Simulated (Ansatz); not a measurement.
# Al5Au3 (Al on 62 % of the Au sites, one arrangement): core-level shifts

Aim: core-level shifts of both metals in Al5Au3 (Al on 62 % of the Au sites, one arrangement), site by site. Spin–orbit coupling is left out of the bands throughout.

Main program and level: Ansatz 0.2.0; DFT, PBE, plane-wave PAW, default files, scalar-relativistic.

### 1. The structure

The cell holds 16 atoms: 10 Al and 6 Au. Cell: a = 7.077 Å, b = 7.077 Å, c = 7.077 Å, α = 109.5°, β = 109.5°, γ = 109.5°. It derives from Au and Al. How the cell was made: random alloy; site: Au; solute: Al; fraction 0.625; sites picked by the rule 'random', which a small cell need not show; lattice typed at the start.

### 2. Relaxation

Atoms near a foreign or missing neighbour move off the ideal sites, so they are relaxed first.

The input, input.yaml:

```yaml
crystal:
  lattice:
    - [-4.085828048, 4.085828048, 4.085828048]
    - [4.085828048, -4.085828048, 4.085828048]
    - [4.085828048, 4.085828048, -4.085828048]
  atoms:
    - { symbol: Al, position: [0.0, 0.25, 0.75] }
    - { symbol: Au, position: [0.0, 0.5, 0.5] }
    - { symbol: Al, position: [0.0, 0.75, 0.25] }
    - { symbol: Al, position: [0.25, 0.0, 0.75] }
    - { symbol: Al, position: [0.0, 0.0, 0.0] }
    - { symbol: Au, position: [0.25, 0.25, 0.5] }
    - { symbol: Al, position: [0.25, 0.5, 0.25] }
    - { symbol: Al, position: [0.5, 0.75, 0.75] }
    - { symbol: Au, position: [0.25, 0.75, 0.0] }
    - { symbol: Au, position: [0.5, 0.0, 0.5] }
    - { symbol: Al, position: [0.5, 0.25, 0.25] }
    - { symbol: Al, position: [0.75, 0.5, 0.75] }
    - { symbol: Al, position: [0.5, 0.5, 0.0] }
    - { symbol: Al, position: [0.75, 0.75, 0.5] }
    - { symbol: Au, position: [0.75, 0.0, 0.25] }
    - { symbol: Au, position: [0.75, 0.25, 0.0] }
kpoints:
  mp_grid: { grid: [4, 4, 4] }
scf:
  occupations: { method: fermi_dirac, width: 0.08 }
  n_extra_bands: 16
hamiltonian:
  xc: pbe
  pseudopotentials: { kind: paw }
output:
  forces: true
relax:
  f_tol: 0.04
  max_steps: 35
```

Launch:

```bash
$ ansatz run input.yaml --threads 4 --pin off --max-ram 14336MiB --backend cpu --events-out ev --progress --plain --runs-dir out
```

Numbers of over 12 decimals in the logs are rounded to 6 here.

What it wrote:

```text
scf.n_extra_bands = 16 over 72 filled bands (N_el = 144.0): the run solves 88 bands
Engine: ansatz 0.2.0, aarch64-unknown-linux-gnu
Pseudopotentials: kind: paw
Pseudopotential: Al, paw, valence charge 3, recommended cutoff 420 eV (normal), Al.paw.azcp
Pseudopotential: Au, paw, valence charge 19, recommended cutoff 420 eV (normal), Au.paw.azcp
Functional definition: PBE
  parameter kappa = 0.804
  parameter beta = 0.066725
  exchange = pbe_x(kappa = kappa, mu = beta*pi^2/3)
  correlation = pbe_c(beta = beta)
Crystal: 16 atoms, lattice volume = 272.835 Å³
Basis set: ecut = 420 eV, 5425 PW (Γ), exchange–correlation on 96×96×96 points (8 copies of the dense FFT grid, shifted against one another)
Bands: 88, of which v1, the nominal top of the filled ones, is band 72 counted from 1 (71 counted from 0)
Symmetry: 1 space group operations
Space group: P1 (ITA 1), of the structure as read, at distance tolerance 6.5e-5 Å
k-points: 36 of 64 (time reversal used)
Non-local potential: Al, projectors of the file, l = 0: 2, l = 1: 2, l = 2: 1
Non-local potential: Au, projectors of the file, l = 0: 3, l = 1: 2, l = 2: 2, l = 3: 1
PAW form: soft (Blöchl's): semilocal exchange-correlation on the pseudo side does not see the compensation charge
PAW one-centre angular grid: Al, 110 points (default); XC on 64 Gauss nodes
PAW one-centre angular grid: Au, 590 points (default); XC on 64 Gauss nodes
Initial density: superposition of atomic densities (neutral atoms: chi_scale 0, normalization atom), corrected by the library's trained network
Initial wavefunctions: pseudopotential atomic-orbital guess
Functional: x = pbe(κ = 0.804, μ = 0.219515), c = pbe(β = 0.066725)
SCF iter   1: F=—  HF=-84273.546270 eV  |F-HF|=—  |Δ(HF+E_count)|=         —  Δρ=2.86e-3  dr2=4.69e-2  ethr=1.77e-3  ⟨swp⟩=6.7  Hψ=12735  notcnv=0  defer=43
preconditioner: auto → Kerker (q_TF=auto, 2.453 Å⁻¹)  [metal: Δε(μ)=0.011 eV  Ē_g=7.421 eV  σ=0.080 eV  W_gap=0.03  n_scr=78 (ndim 8)  ℏωp=22.0 eV  f_vac=0.000  D(μ)=7.37/eV (n_scr^D=54)]
SCF iter   2: F=—  HF=-84273.547735 eV  |F-HF|=—  |Δ(HF+E_count)|=   1.46e-3  Δρ=1.49e-3  dr2=1.33e-2  ethr=3.25e-5  ⟨swp⟩=1.9  Hψ=4235  notcnv=0  defer=58
SCF iter   3: F=—  HF=-84273.546207 eV  |F-HF|=—  |Δ(HF+E_count)|=   1.53e-3  Δρ=5.80e-4  dr2=2.81e-3  ethr=9.22e-6  ⟨swp⟩=1.9  Hψ=3155  notcnv=0  defer=58
SCF iter   4: F=—  HF=-84273.545644 eV  |F-HF|=—  |Δ(HF+E_count)|=   5.63e-4  Δρ=1.46e-4  dr2=5.28e-5  ethr=1.95e-6  ⟨swp⟩=2.6  Hψ=4705  notcnv=0  defer=58
iter 5 did not close the SCF: its close was put off for the readings that it lacked (scf_convergence_deferred on its scf_iter line)
SCF iter   5: F=-84273.545639 eV  HF=-84273.545642 eV  |F-HF|=3.47e-6  |Δ(HF+E_count)|=   1.76e-6  Δρ=3.35e-5  dr2=5.19e-6  ethr=3.66e-8  ⟨swp⟩=2.0  Hψ=5545  notcnv=0  defer=58
SCF iter   6: F=-84273.545641 eV  HF=-84273.545642 eV  |F-HF|=5.35e-7  |Δ(HF+E_count)|=   6.69e-7  Δρ=1.45e-5  dr2=7.99e-7  ethr=3.61e-9  ⟨swp⟩=2.0  Hψ=8742  notcnv=0
SCF 1 converged in 6 iterations: F = -84273.545641 eV  dr2 = 7.99e-7
  greatest PAW one-centre occupation: 1.000 electrons in one spin orbital (limit 2), on the Au atom at site 14 (counted from 0), in its partial waves of l = 0
relax step   1: F+E_penalty+E_count = -84273.54564110 eV  Δ(F+E_penalty+E_count) = +0.000e0 eV  max|allowed force component| = 8.122e-1 eV/Å  Δτ_max = 0.0000 Å  (6 SCF iters, dr2 threshold 4.00e-5 eV, accepted)
Initial density: handed on by an earlier stage of this run
Initial wavefunctions: those handed on with the density
iter 1 solved again at ethr=4.40e-4 eV; its pass at ethr=3.10e-3 eV (dr2=6.33e-1 eV) is discarded
SCF iter   1: F=—  HF=-84274.065459 eV  |F-HF|=—  |Δ(HF+E_count)|=         —  Δρ=1.47e-2  dr2=6.42e-1  ethr=4.40e-4  ⟨swp⟩=1.0  Hψ=11807  notcnv=0  defer=117
preconditioner: auto → Kerker (q_TF=auto, 2.453 Å⁻¹)  [metal: Δε(μ)=0.009 eV  Ē_g=7.428 eV  σ=0.080 eV  W_gap=0.03  n_scr=78 (ndim 8)  ℏωp=22.0 eV  f_vac=0.000  D(μ)=6.95/eV (n_scr^D=42)]
SCF iter   2: F=—  HF=-84273.950698 eV  |F-HF|=—  |Δ(HF+E_count)|=   1.15e-1  Δρ=8.01e-3  dr2=2.18e-1  ethr=4.40e-4  ⟨swp⟩=1.0  Hψ=3046  notcnv=0  defer=117
SCF iter   3: F=—  HF=-84273.899615 eV  |F-HF|=—  |Δ(HF+E_count)|=   5.11e-2  Δρ=1.00e-3  dr2=3.84e-3  ethr=1.51e-4  ⟨swp⟩=2.1  Hψ=4909  notcnv=0  defer=117
SCF iter   4: F=—  HF=-84273.898891 eV  |F-HF|=—  |Δ(HF+E_count)|=   7.24e-4  Δρ=4.20e-4  dr2=9.98e-4  ethr=2.67e-6  ⟨swp⟩=2.0  Hψ=5350  notcnv=0  defer=122
SCF iter   5: F=—  HF=-84273.898698 eV  |F-HF|=—  |Δ(HF+E_count)|=   1.92e-4  Δρ=1.27e-4  dr2=1.27e-4  ethr=6.93e-7  ⟨swp⟩=3.0  Hψ=4881  notcnv=0  defer=122
SCF iter   6: F=-84273.898666 eV  HF=-84273.898673 eV  |F-HF|=6.56e-6  |Δ(HF+E_count)|=   2.54e-5  Δρ=4.47e-5  dr2=8.80e-6  ethr=2.86e-8  ⟨swp⟩=2.7  Hψ=10715  notcnv=0
SCF 2 converged in 6 iterations: F = -84273.898666 eV  dr2 = 8.80e-6
relax step   2: F+E_penalty+E_count = -84273.89866650 eV  Δ(F+E_penalty+E_count) = -3.530e-1 eV  max|allowed force component| = 4.517e-1 eV/Å  Δτ_max = 0.1934 Å  (6 SCF iters, dr2 threshold 4.12e-5 eV, accepted)
iter 1 solved again at ethr=4.14e-4 eV; its pass at ethr=3.10e-3 eV (dr2=5.96e-1 eV) is discarded
SCF iter   1: F=—  HF=-84274.180040 eV  |F-HF|=—  |Δ(HF+E_count)|=         —  Δρ=1.40e-2  dr2=5.99e-1  ethr=4.14e-4  ⟨swp⟩=1.0  Hψ=11808  notcnv=0  defer=114
preconditioner: auto → Kerker (q_TF=auto, 2.453 Å⁻¹)  [metal: Δε(μ)=0.017 eV  Ē_g=7.485 eV  σ=0.080 eV  W_gap=0.05  n_scr=78 (ndim 8)  ℏωp=22.0 eV  f_vac=0.000  D(μ)=6.75/eV (n_scr^D=42)]
SCF iter   2: F=—  HF=-84274.074379 eV  |F-HF|=—  |Δ(HF+E_count)|=   1.06e-1  Δρ=7.64e-3  dr2=2.05e-1  ethr=4.14e-4  ⟨swp⟩=1.0  Hψ=3052  notcnv=0  defer=114
SCF iter   3: F=—  HF=-84274.027533 eV  |F-HF|=—  |Δ(HF+E_count)|=   4.68e-2  Δρ=9.64e-4  dr2=3.23e-3  ethr=1.42e-4  ⟨swp⟩=2.4  Hψ=4803  notcnv=0  defer=114
SCF iter   4: F=—  HF=-84274.026739 eV  |F-HF|=—  |Δ(HF+E_count)|=   7.94e-4  Δρ=3.99e-4  dr2=8.15e-4  ethr=2.24e-6  ⟨swp⟩=2.0  Hψ=5249  notcnv=0  defer=116
SCF iter   5: F=—  HF=-84274.026590 eV  |F-HF|=—  |Δ(HF+E_count)|=   1.50e-4  Δρ=1.07e-4  dr2=7.78e-5  ethr=5.66e-7  ⟨swp⟩=3.0  Hψ=5505  notcnv=0  defer=116
SCF iter   6: F=-84274.026571 eV  HF=-84274.026575 eV  |F-HF|=4.32e-6  |Δ(HF+E_count)|=   1.43e-5  Δρ=3.84e-5  dr2=6.01e-6  ethr=8.85e-9  ⟨swp⟩=4.0  Hψ=10207  notcnv=0
SCF 3 converged in 6 iterations: F = -84274.026571 eV  dr2 = 6.01e-6
relax step   3: F+E_penalty+E_count = -84274.02657092 eV  Δ(F+E_penalty+E_count) = -1.279e-1 eV  max|allowed force component| = 1.254e-1 eV/Å  Δτ_max = 0.1522 Å  (6 SCF iters, dr2 threshold 1.28e-5 eV, accepted)
[...]
relax step   4: F+E_penalty+E_count = -84274.11089225 eV  Δ(F+E_penalty+E_count) = -8.432e-2 eV  max|allowed force component| = 1.859e-1 eV/Å  Δτ_max = 0.2000 Å  (8 SCF iters, accepted)
[...]
relax step   5: F+E_penalty+E_count = -84274.15846331 eV  Δ(F+E_penalty+E_count) = -4.757e-2 eV  max|allowed force component| = 2.352e-1 eV/Å  Δτ_max = 0.1952 Å  (7 SCF iters, dr2 threshold 2.66e-6 eV, accepted)
[...]
relax step   6: F+E_penalty+E_count = -84274.21114762 eV  Δ(F+E_penalty+E_count) = -5.268e-2 eV  max|allowed force component| = 7.608e-2 eV/Å  Δτ_max = 0.1210 Å  (5 SCF iters, dr2 threshold 5.53e-5 eV, accepted)
SCF iter   1: F=—  HF=-84274.242294 eV  |F-HF|=—  |Δ(HF+E_count)|=         —  Δρ=5.87e-3  dr2=9.91e-2  ethr=5.53e-4  ⟨swp⟩=4.0  Hψ=7088  notcnv=0  defer=125
preconditioner: auto → Kerker (q_TF=auto, 2.453 Å⁻¹)  [metal: Δε(μ)=0.013 eV  Ē_g=7.587 eV  σ=0.080 eV  W_gap=0.04  n_scr=78 (ndim 8)  ℏωp=22.0 eV  f_vac=0.000  D(μ)=5.77/eV (n_scr^D=42)]
SCF iter   2: F=—  HF=-84274.223887 eV  |F-HF|=—  |Δ(HF+E_count)|=   1.84e-2  Δρ=3.21e-3  dr2=3.19e-2  ethr=6.89e-5  ⟨swp⟩=1.0  Hψ=3672  notcnv=0  defer=125
SCF iter   3: F=—  HF=-84274.215782 eV  |F-HF|=—  |Δ(HF+E_count)|=   8.10e-3  Δρ=4.08e-4  dr2=8.58e-4  ethr=2.21e-5  ⟨swp⟩=2.3  Hψ=4631  notcnv=0  defer=125
SCF iter   4: F=—  HF=-84274.215650 eV  |F-HF|=—  |Δ(HF+E_count)|=   1.32e-4  Δρ=1.72e-4  dr2=1.26e-4  ethr=5.96e-7  ⟨swp⟩=2.0  Hψ=5161  notcnv=0  defer=125
SCF iter   5: F=—  HF=-84274.215622 eV  |F-HF|=—  |Δ(HF+E_count)|=   2.73e-5  Δρ=4.25e-5  dr2=1.19e-5  ethr=8.72e-8  ⟨swp⟩=2.8  Hψ=5358  notcnv=0  defer=125
SCF iter   6: F=—  HF=-84274.215431 eV  |F-HF|=—  |Δ(HF+E_count)|=   1.91e-4  Δρ=1.01e-5  dr2=6.48e-7  ethr=8.27e-9  ⟨swp⟩=2.6  Hψ=4640  notcnv=0  defer=125
SCF iter   7: F=-84274.215431 eV  HF=-84274.215431 eV  |F-HF|=5.82e-8  |Δ(HF+E_count)|=   8.01e-8  Δρ=4.52e-6  dr2=8.70e-8  ethr=6.94e-11  ⟨swp⟩=4.0  Hψ=10263  notcnv=0
SCF 7 converged in 7 iterations: F = -84274.215431 eV  dr2 = 8.70e-8
relax step   7: F+E_penalty+E_count = -84274.21543097 eV  Δ(F+E_penalty+E_count) = -4.283e-3 eV  max|allowed force component| = 3.862e-2 eV/Å  Δτ_max = 0.0711 Å  (7 SCF iters, accepted)
SCF converged after 7 iterations
Free energy (F): -84274.215431 eV
Harris-Foulkes:  -84274.215431 eV  (|F-HF|=5.82e-8)
Internal energy: -84274.091528 eV  (E = F + TS)
E sigma→0 (E₀):  -84274.153479 eV
Entropy (-TS):   -0.123903 eV (-7.744 meV/atom)
Fermi energy:    12.962110 eV
--- Per-component energies (eV) ---
  E_band       = -2000.096669
  E_kinetic    = 3853.089893
  E_local      = -17864.142720  (includes V_loc(G=0)·N_el)
  E_nonlocal   = 528.797942
  E_hartree    = 7812.436015
  E_xc         = -1770.309845
  E_vxc        = -1947.932232  (∫ρ·V_xc dr)
  E_paw        = -62904.502429  (= ΣΔE_a)
  E_vpaw       = -2194.792748  (= ΣTr[D̂ρ^β])
  E_aug_tail   = 0.008445  (compensation charges beyond the density's cutoff)
  E_ewald      = -13929.468828
  E_smearing   = -0.123903  (= −TS)
  E_closure    = -0.000000  (closes the sum)
  Σ components = -84274.215431   (vs F -84274.215431, Δ=0.00e0)
--- Forces (eV/Å), atoms counted from 1 ---
  atom   1  Al     0.01907615    -0.01875686    -0.00307180
  atom   2  Au    -0.01672814    -0.01051545    -0.00599129
  atom   3  Al    -0.01832487     0.00898257    -0.00123306
  atom   4  Al     0.00435658    -0.00328379     0.03862331
  atom   5  Al     0.02790828    -0.01333460     0.00047044
  atom   6  Au    -0.00961441    -0.00254003     0.00375776
  atom   7  Al    -0.00437303     0.00122446    -0.00620616
  atom   8  Al    -0.00857137     0.00394316     0.00074213
  atom   9  Au     0.01247180     0.00134930     0.01743656
  atom  10  Au    -0.00006750    -0.00138325     0.00084032
  atom  11  Al     0.01574001    -0.00937989    -0.00498043
  atom  12  Al     0.00857932     0.01657580    -0.01227534
  atom  13  Al    -0.00416007     0.01689594    -0.00668929
  atom  14  Al    -0.00026957    -0.02301089    -0.02779106
  atom  15  Au    -0.02080369     0.02425155     0.01496751
  atom  16  Au    -0.00511234     0.00900656    -0.00856814
  max |Σ_I F_I| component: 1.07e-4 eV/Å
--- Relaxed structure (7 steps of the walk, 7 accepted, 0 SCFs on fresh bases) ---
  F+E_penalty+E_count = -84274.21543097 eV   max|allowed force component| = 3.862e-2 eV/Å
  atoms:
    - { symbol: Al, position: [0.00997437, 0.252143, 0.718933] }
    - { symbol: Au, position: [-0.059044, 0.483337, 0.483994] }
    - { symbol: Al, position: [0.015551, 0.764871, 0.263452] }
    - { symbol: Al, position: [0.234380, -0.00665406, 0.752171] }
    - { symbol: Al, position: [-0.020487, 0.00645679, 0.0026063] }
    - { symbol: Au, position: [0.293779, 0.289317, 0.508923] }
    - { symbol: Al, position: [0.263596, 0.493140, 0.244328] }
    - { symbol: Al, position: [0.489279, 0.743854, 0.771456] }
    - { symbol: Au, position: [0.240214, 0.776479, 0.000648348] }
    - { symbol: Au, position: [0.464522, -0.057678, 0.520819] }
    - { symbol: Al, position: [0.495932, 0.228897, 0.241672] }
    - { symbol: Al, position: [0.755639, 0.518053, 0.750292] }
    - { symbol: Al, position: [0.500011, 0.474535, 0.000742002] }
    - { symbol: Al, position: [0.754774, 0.767325, 0.509941] }
    - { symbol: Au, position: [0.748096, -0.044798, 0.237614] }
    - { symbol: Au, position: [0.813784, 0.310721, -0.00759222] }
```

Wall time 1.8 min (4 threads of Arm Neoverse V1, shared host); peak memory 1.1 GiB; 7.1 min of CPU time.

Relaxation path:

```tsv
step	energy less that of the first step (eV)	largest force component (eV/Å)
1	0.0000	0.8122
2	-0.3530	0.4517
3	-0.4809	0.1254
4	-0.5653	0.1859
5	-0.6128	0.2352
6	-0.6655	0.0761
7	-0.6698	0.0386
```

The atoms that moved most (Å):

```tsv
atom	dx	dy	dz	length
Au16	-0.044	-0.019	0.540	0.542
Au10	-0.006	0.176	-0.466	0.498
Au2	0.108	-0.239	-0.244	0.358
Au6	0.018	0.055	0.303	0.308
Au15	-0.226	0.125	-0.140	0.294
Al1	-0.159	-0.095	0.176	0.256
Au9	0.151	-0.146	0.066	0.220
Al8	0.106	0.069	-0.157	0.201
```

This step gave:

- free energy: -84274.2154 eV
- energy at zero smearing: -84274.1535 eV
- smearing term TS: 0.1239 eV
- Fermi energy: 12.96 eV
- symmetry operations: 1

The relaxation ends 42 meV an atom lower, with a largest force component of 0.039 eV/Å.

(Continued in part 2 of 3.)

[Logs are printed without paths, hosts, clocks, repeated set-up lines and the standing remarks that a program may print on its own settings, such as how far it seeks lower states.]

[Hosts, paths, dates, database ids (printed as entryN), source tags and the programs' standing remarks are cut or masked in the printed files.]

[Maps of the electrostatic potential energy from Ansatz leave out the sawtooth potential of an applied field or a dipole correction, so their vacuum need not be flat; work functions include it.]
